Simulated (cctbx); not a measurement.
# Nd3B4Pt11: precision against data quality

Space group P6/mmm (no. 191), a = 5.5230 Å, b = 5.5230 Å, c = 10.4540 Å, α = 90.00°, β = 90.00°, γ = 120.00°.

```
atom  mult.    x    y       z  Ueq (Å²)
 Pt1      3    0  1/2     1/2    0.0187
 Pt2      2  2/3  1/3       0    0.0265
 Pt3      6  1/2    0  0.8006    0.0161
 Nd1      1    0    0       0    0.0291
 Nd2      2    0    0  0.6725    0.0157
  B1      4  2/3  1/3  0.6463    0.0512
```

The model is made up (kin elements in a known structure type, no relaxation), so it says nothing on whether the phase exists.

Five simulated data sets (cctbx; Mo Kα, λ = 0.71073 Å; 2 % proportional error) differ in resolution or exposure (noise floor 4 counts in the first three, 8 in the last two). Each is refined with the right model, isotropic at 1.1 Å and anisotropic otherwise. How do the figures of merit and the uncertainties move?

```
d min (Å)  top counts  ⟨I/σ⟩ (unmerged, absences included)  unique  param. (scale apart)   Rint      R1  GooF  largest s.u. xyz (fractional)  s.u. U of B1 (Å²)  largest error (Å)
      1.1       70000                                 28.3      66                     9  0.015  0.0142  3.23                        0.00544             0.0209             0.0103
     0.84       70000                                 24.1     133                    17  0.017  0.0055  0.92                        0.00098             0.0034             0.0120
      0.6       70000                                 18.8     327                    17  0.022  0.0064  0.90                        0.00085             0.0022             0.0139
     0.75         300                                  1.1     181                    17  0.435  0.0542  0.83                        0.01281             0.0948             0.0901
     0.75        3000                                  5.5     181                    17  0.081  0.0220  0.84                        0.00551             0.0163             0.0016
```

GooF reaches 3.23 where the model lacks something that the data hold (anisotropy at the isotropic level, for one). The s.u. of U for B1 goes 0.0209, 0.0034, 0.0022 Å² with resolution and 0.0948, 0.0163 Å² with exposure.

The 1.1 Å row also differs in its displacement model, so it isn't a clean test of resolution.

Hardware for the 0.6 Å refinement: 0.44 s on 1 thread of Arm Neoverse V2 (shared host), peak memory 0.09 GiB.

[Logs are printed without paths, hosts, clocks, repeated set-up lines and the standing remarks that a program may print on its own settings, such as how far it seeks lower states.]
